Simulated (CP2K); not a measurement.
Consider methylthioacetylene at its PBE geometry (Å).

```xyz
8

C     1.9667    0.4031    1.1233
C     1.2443   -0.1614    0.3186
S     0.3200   -0.9884   -0.8119
C    -1.2893   -0.1488   -0.6303
H     2.5926    0.8953    1.8374
H    -1.1954    0.9151   -0.8737
H    -1.9613   -0.6348   -1.3490
H    -1.6777   -0.2800    0.3855
```

Method: CP2K XAS_TDP, all-electron GAPW, PBEh(45%), aug-cc-pVDZ, TDA, GW2X-corrected core level, no relativity.

Predict the bright core excitations at the C K edge.

Leading lines: C1 287.19 eV, C2 287.83 eV and C4 289.21 eV. The leading line of an atom is its first one with 35 % of the strongest within 2.5 eV of its lowest line over the strength cut. Core ionisation energies at this level: C2 292.29, C4 292.96 and C1 291.91 eV.

The first six lines of each atom with a strength over 0.0015:

```tsv
atom	energy (eV)	states	strength, one atom	above the computed threshold
C1 (bonded to C and H)	287.19	1	0.0487	
	288.29	1	0.0425	
	290.13	1	0.0035	
	290.74	1	0.0062	
	291.42	1	0.0040	
	291.81	1	0.0051	
C2 (bonded to C and S)	287.83	1	0.0396	
	288.32	1	0.0529	
	290.21	1	0.0161	
	290.96	1	0.0053	
	291.10	1	0.0053	
	292.07	1	0.0018	
C4 (bonded to S and 3 H)	289.21	1	0.0409	
	290.64	1	0.0084	
	291.36	1	0.0217	
	291.53	1	0.0238	
	292.00	1	0.0021	
	292.70	1	0.0021
```

Lines are vertical, at one geometry, with no vibrational structure. GW2X ionisation energies and lines can be off by 1 to 2 eV either way, and a good line position may hide errors that cancel. These values hold no scalar relativity, about 0.1 eV for C 1s. Rydberg lines, and the discretised continuum above threshold, depend on the basis and the box.

[Banner, clock and machine lines of the logs are left out without a mark of their own.]

[Logs are printed without paths, hosts, clocks, repeated set-up lines and the standing remarks that a program may print on its own settings, such as how far it seeks lower states.]

[Hosts, paths, dates, database ids (printed as entryN), source tags and the programs' standing remarks are cut or masked in the printed files.]
